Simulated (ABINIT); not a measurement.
# Bi2S2O (P4/nmm): G0W0 with ABINIT, start to end

How does a plane-wave GW calculation on Bi2S2O (P4/nmm) run from the first input to the gap?

Calculated with ABINIT 10.8.3; PBEsol and many-body steps on it, plane waves.

**1. The starting structure**

Symmetry: P4/nmm, No. 129, tetragonal system. Conventional cell: a = 3.954 Å, b = 3.954 Å, c = 14.051 Å, α = 90.00°, β = 90.00°, γ = 90.00°. Bi has 5 S at 2.52 to 2.82 Å nearest. Bi has 4 O at 2.34 Å and 4 S at 3.12 Å nearest. S has 4 Bi at 2.82 Å nearest. Nearest to S lie 5 Bi at 2.52 to 3.12 Å. Nearest to O lie 4 Bi at 2.34 Å. Farther neighbours and most contacts between anions are not listed.

The cell and positions are those that the Materials Project relaxed with its own functionals (PBE, PBE+U or r2SCAN), kept fixed. Spin-orbit coupling is left out unless a step names it.

**2. Ground state**

This step: ABINIT 10.8.3; DFT, PBEsol, plane waves, norm-conserving pseudopotentials.

The ground-state density comes first.

File run.abi:

```
acell 3*1.0 Angstrom
rprim 
  3.954101390000 0.000000000000 0.000000000000
  0.000000000000 3.954101390000 0.000000000000
  0.000000000000 0.000000000000 14.050579580000
ntypat 3
znucl 83 16 8
natom 10
typat 1 1 1 1 2 2 2 2 3 3
xred 
  0.000000000000 0.500000000000 0.866495830000
  0.500000000000 0.000000000000 0.133504170000
  0.500000000000 0.000000000000 0.589093140000
  0.000000000000 0.500000000000 0.410906860000
  0.500000000000 0.000000000000 0.894313410000
  0.000000000000 0.500000000000 0.105686590000
  0.000000000000 0.500000000000 0.687487520000
  0.500000000000 0.000000000000 0.312512480000
  0.000000000000 0.000000000000 0.500000000000
  0.500000000000 0.500000000000 0.500000000000
pp_dirpath "pseudos"
pseudos "Bi.upf, S.upf, O.upf"
ecut 42
ngkpt 4 4 1
nshiftk 1
shiftk 0 0 0
kptopt 1
chksymbreak 0
nband 73
occopt 1
tolvrs 1e-08
nstep 60
prtwf 0
optforces 0
optstress 0
indata_prefix "in"
outdata_prefix "out"
tmpdata_prefix "tmp"
```

The run is started by

```sh
$ OMP_NUM_THREADS=1 mpirun -n 4 abinit run.abi > log
```

Numbers of over 12 decimals in the logs are rounded to 6 here.

The log of the run:

```text
.Version 10.8.3 of ABINIT. v10.8.2 released Aug 2026.

 Symmetries : space group P4/n m m (#129); Bravais tP (primitive tetrag.)
================================================================================
 Values of the parameters that define the memory need of the present run
     intxc =       0    ionmov =       0      iscf =       7    lmnmax =       6
     lnmax =       6     mgfft =     160  mpssoang =       3    mqgrid =    7747
     natom =      10  nloc_mem =       1    nspden =       1   nspinor =       1
    nsppol =       1      nsym =      16    n1xccc =    2501    ntypat =       3
    occopt =       1   xclevel =       2
-    mband =          73        mffmem =           1         mkmem =           2
       mpw =       19306          nfft =      324000          nkpt =           6
================================================================================
  Rough estimation (10% accuracy) of disk space for files :
================================================================================

--------------------------------------------------------------------------------
------------- Echo of variables that govern the present computation ------------
--------------------------------------------------------------------------------
 -outvars: echo values of preprocessed input variables --------
            acell      1.8897261259E+00  1.8897261259E+00  1.8897261259E+00 Bohr

      chksymbreak           0
             ecut      4.20000000E+01 Hartree
-          fftalg         312

              ixc     -116133
              kpt      0.00000000E+00  0.00000000E+00  0.00000000E+00
                       2.50000000E-01  0.00000000E+00  0.00000000E+00
                       5.00000000E-01  0.00000000E+00  0.00000000E+00
                       2.50000000E-01  2.50000000E-01  0.00000000E+00
                       5.00000000E-01  2.50000000E-01  0.00000000E+00
                       5.00000000E-01  5.00000000E-01  0.00000000E+00
         kptrlatt        4    0    0      0    4    0      0    0    1
          kptrlen      2.65517473E+01
P           mkmem           2
            natom          10
            nband          73
            ngfft          45      45     160
             nkpt           6
            nstep          60
             nsym          16
           ntypat           3
              occ      2.000000  2.000000  2.000000  2.000000  2.000000  2.000000
                       2.000000  2.000000  2.000000  2.000000  2.000000  2.000000
                       2.000000  2.000000  2.000000  2.000000  2.000000  2.000000
                       2.000000  2.000000  2.000000  2.000000  2.000000  2.000000
                       2.000000  2.000000  2.000000  2.000000  2.000000  2.000000
                       2.000000  2.000000  2.000000  2.000000  2.000000  2.000000
                       2.000000  2.000000  2.000000  2.000000  2.000000  2.000000
                       2.000000  2.000000  2.000000  2.000000  2.000000  2.000000
                       2.000000  2.000000  2.000000  2.000000  2.000000  2.000000
                       2.000000  2.000000  2.000000  2.000000  2.000000  2.000000
                       2.000000  2.000000  2.000000  2.000000  0.000000  0.000000
                       0.000000  0.000000  0.000000  0.000000  0.000000  0.000000
                       0.000000
        optforces           0
        optstress           0
            prtwf           0
            rprim      3.9541013900E+00  0.0000000000E+00  0.0000000000E+00
                       0.0000000000E+00  3.9541013900E+00  0.0000000000E+00
                       0.0000000000E+00  0.0000000000E+00  1.4050579580E+01
          spgroup         129

           tolvrs      1.00000000E-08

             xred      0.0000000000E+00  5.0000000000E-01  8.6649583000E-01
                       5.0000000000E-01  0.0000000000E+00  1.3350417000E-01
                       5.0000000000E-01  0.0000000000E+00  5.8909314000E-01
                       0.0000000000E+00  5.0000000000E-01  4.1090686000E-01
[...]
znucl       83.00000   16.00000    8.00000

================================================================================

 chkinp: Checking input parameters for consistency.

================================================================================
== DATASET  1 ==================================================================
-   mpi_nproc: 4, omp_nthreads: 1 (-1 if OMP is not activated)

--- !DatasetInfo
iteration_state: {dtset: 1, }
dimensions: {natom: 10, nkpt: 6, mband: 73, nsppol: 1, nspinor: 1, nspden: 1, mpw: 19306, }
cutoff_energies: {ecut:  42.0, pawecutdg:  -1.0, }
electrons: {nelect:   1.28000000E+02, charge:   0.00000000E+00, occopt:   1.00000000E+00, tsmear:   1.00000000E-02, }

 Real(R)+Recip(G) space primitive vectors, cartesian coordinates (Bohr,Bohr^-1):
 R(1)=  7.4721687  0.0000000  0.0000000  G(1)=  0.1338300  0.0000000  0.0000000
 R(2)=  0.0000000  7.4721687  0.0000000  G(2)=  0.0000000  0.1338300  0.0000000
 R(3)=  0.0000000  0.0000000 26.5517473  G(3)=  0.0000000  0.0000000  0.0376623
 Unit cell volume ucvol=  1.4824718E+03 bohr^3
 Angles (23,13,12)=  9.00000000E+01  9.00000000E+01  9.00000000E+01 degrees

 getcut: wavevector=  0.0000  0.0000  0.0000  ngfft=  45  45 160
         ecut(hartree)=     42.000   => boxcut(ratio)=   2.01844

[...]
================================================================================

--- !BeginCycle
iteration_state: {dtset: 1, }
solver: {iscf: 7, nstep: 60, nline: 4, wfoptalg: 0, }
tolerances: {tolvrs: 1.00E-08, }

     iter   Etot(hartree)      deltaE(h)  residm     vres2
 ETOT  1  -1003.2314784243    -1.003E+03 2.598E-01 1.296E+03
 ETOT  2  -1005.2782172712    -2.047E+00 1.547E-02 1.854E+03
 ETOT  3  -1005.3227248960    -4.451E-02 3.725E-03 2.061E+03
 ETOT  4  -1005.3413728134    -1.865E-02 1.904E-03 5.587E+02
 ETOT  5  -1005.3373772960     3.996E-03 9.406E-04 6.274E+02
 ETOT  6  -1005.3465609770    -9.184E-03 6.212E-04 8.436E+01
 ETOT  7  -1005.3476332342    -1.072E-03 2.167E-04 2.457E-01
 ETOT  8  -1005.3476408772    -7.643E-06 1.237E-04 2.182E-01
 ETOT  9  -1005.3476440796    -3.202E-06 8.948E-05 5.741E-04
 ETOT 10  -1005.3476441195    -3.990E-08 4.350E-05 8.034E-04
 ETOT 11  -1005.3476441331    -1.358E-08 3.881E-05 1.118E-05
 ETOT 12  -1005.3476441335    -3.503E-10 2.235E-05 9.716E-07
 ETOT 13  -1005.3476441334     2.842E-12 2.404E-05 5.441E-08
 ETOT 14  -1005.3476441336    -1.035E-10 1.575E-05 3.683E-08
 ETOT 15  -1005.3476441335     3.752E-11 1.852E-05 4.332E-09

 At SCF step   15       vres2   =  4.33E-09 < tolvrs=  1.00E-08 =>converged.

--- !ResultsGS
iteration_state: {dtset: 1, }
comment   : Summary of ground state results
lattice_vectors:
- [  7.4721687,   0.0000000,   0.0000000, ]
- [  0.0000000,   7.4721687,   0.0000000, ]
- [  0.0000000,   0.0000000,  26.5517473, ]
lattice_lengths: [   7.47217,    7.47217,   26.55175, ]
lattice_angles: [ 90.000,  90.000,  90.000, ] # degrees, (23, 13, 12)
lattice_volume:   1.4824718E+03
convergence: {deltae:  3.752E-11, res2:  4.332E-09, residm:  1.852E-05, diffor:  0.000E+00, }
etotal    :  -1.00534764E+03
entropy   :   0.00000000E+00
fermie    :   2.44653320E-01
cartesian_stress_tensor: null
pressure_GPa: null
xred      :
- [  0.0000E+00,   5.0000E-01,   8.6650E-01, Bi]
- [  5.0000E-01,   0.0000E+00,   1.3350E-01, Bi]
- [  5.0000E-01,   0.0000E+00,   5.8909E-01, Bi]
- [  0.0000E+00,   5.0000E-01,   4.1091E-01, Bi]
- [  5.0000E-01,   0.0000E+00,   8.9431E-01,  S]
- [  0.0000E+00,   5.0000E-01,   1.0569E-01,  S]
- [  0.0000E+00,   5.0000E-01,   6.8749E-01,  S]
- [  5.0000E-01,   0.0000E+00,   3.1251E-01,  S]
- [  0.0000E+00,   0.0000E+00,   5.0000E-01,  O]
- [  5.0000E-01,   5.0000E-01,   5.0000E-01,  O]
cartesian_forces: null
force_length_stats: {min: null, max: null, mean: null, }

 Integrated electronic density in atomic spheres:
 ------------------------------------------------
 Atom  Sphere_radius  Integrated_density
[...]
================================================================================

 ----iterations are completed or convergence reached----

 Mean square residual over all n,k,spin=   73.431E-09; max=  18.518E-06
 reduced coordinates (array xred) for   10 atoms
[...]
0.000000000000      0.500000000000      0.105686590000
       0.000000000000      0.500000000000      0.687487520000
       0.500000000000      0.000000000000      0.312512480000
       0.000000000000      0.000000000000      0.500000000000
       0.500000000000      0.500000000000      0.500000000000
 rms dE/dt=  0.0000E+00; max dE/dt=  0.0000E+00; dE/dt below (all hartree)
    1       0.000000000000      0.000000000000      0.000000000000
    2       0.000000000000      0.000000000000      0.000000000000
    3       0.000000000000      0.000000000000      0.000000000000
    4       0.000000000000      0.000000000000      0.000000000000
    5       0.000000000000      0.000000000000      0.000000000000
    6       0.000000000000      0.000000000000      0.000000000000
    7       0.000000000000      0.000000000000      0.000000000000
    8       0.000000000000      0.000000000000      0.000000000000
    9       0.000000000000      0.000000000000      0.000000000000
   10       0.000000000000      0.000000000000      0.000000000000

 cartesian coordinates (angstrom) at end:
[...]
6      0.000000     1.977051     1.484958
    7      0.000000     1.977051     9.659598
    8      1.977051     0.000000     4.390981
    9      0.000000     0.000000     7.025290
   10      1.977051     1.977051     7.025290
 length scales=  1.889726125908  1.889726125908  1.889726125908 bohr
              =  1.000000000000  1.000000000000  1.000000000000 angstroms
 prteigrs : about to open file out_EIG
 Fermi (or HOMO) energy (hartree) =   0.24465   Average Vxc (hartree)=  -0.38543
 Eigenvalues (hartree) for nkpt=   6  k points:
 kpt#   1, nband= 73, wtk=  0.06250, kpt=  0.0000  0.0000  0.0000 (reduced coord)
  -5.39201   -5.39201   -5.38224   -5.38224   -3.11547   -3.11547   -3.11547   -3.11547
  -3.11312   -3.11312   -3.10529   -3.10528   -3.10455   -3.10455   -3.10455   -3.10455
  -0.59196   -0.59193   -0.59064   -0.59054   -0.59052   -0.59052   -0.58823   -0.58823
  -0.58811   -0.58811   -0.58703   -0.58089   -0.58089   -0.58081   -0.58015   -0.57967
  -0.57859   -0.57849   -0.57849   -0.57759   -0.45029   -0.36182   -0.27093   -0.25848
  -0.20243   -0.19068   -0.11295   -0.06282   -0.04713   -0.01282    0.05404    0.05404
   0.10075    0.12381    0.12381    0.13633    0.13633    0.14910    0.15599    0.16136
   0.16136    0.18747    0.20296    0.20296    0.20830    0.21051    0.21616    0.21616
   0.29488    0.32241    0.38549    0.39172    0.39172    0.39797    0.42234    0.42479
   0.42480
 prteigrs : prtvol=0 or 1, do not print more k-points.

--- !EnergyTerms
iteration_state     : {dtset: 1, }
comment             : Components of total free energy in Hartree
kinetic             :  2.97227138172706E+02
hartree             :  3.46967860798935E+02
xc                  : -1.62522558407552E+02
Ewald energy        : -4.91305978430034E+02
psp_core            :  1.38987904884415E+01
local_psp           : -1.06316796747351E+03
non_local_psp       :  5.35550707174998E+01
total_energy        : -1.00534764413352E+03
total_energy_eV     : -2.73569030560041E+04
band_energy         : -1.39753286830906E+02

== END DATASET(S) ==============================================================
================================================================================

 -outvars: echo values of variables after computation  --------
           etotal     -1.0053476441E+03
            nband          73
             nkpt           6
          spgroup         129
 [... the other variables as echoed above ...]

 Calculation completed.
```

Wall time 2.7 min (4 MPI ranks of Arm Neoverse V2, shared host); peak memory 0.77 GiB; 11 min of CPU time.

This step gave:

- total energy: -27356.9031 eV
- gap: 0.9404 eV
- k of the valence top: 0.5, 0, 0
- k of the conduction bottom: 0.5, 0, 0
- least direct gap: 0.9404 eV

The gap is direct, at (0.500, 0.000, 0.000).

(Part 1 of 3 ends here.)

[Paths, hosts, dates, memory and timing lines, banners, echoed tables and standing remarks are left out of the program output.]

[Logs are printed without paths, hosts, clocks, repeated set-up lines and the standing remarks that a program may print on its own settings, such as how far it seeks lower states.]

[Runs of the session that timed out or met a known fault of the program may be left out.]

[Hosts, paths, dates, database ids (printed as entryN), source tags and the programs' standing remarks are cut or masked in the printed files.]

[G0W0 gaps are taken among the corrected bands and points alone; a level outside them can change the order at an edge.]

[Where Ansatz stands beside ABINIT at settings called matched, ABINIT's density can come from a denser mesh and the files from another edition; pairs whose starting gaps differed by over 0.03 eV were left out, so agreement reads better than it is.]
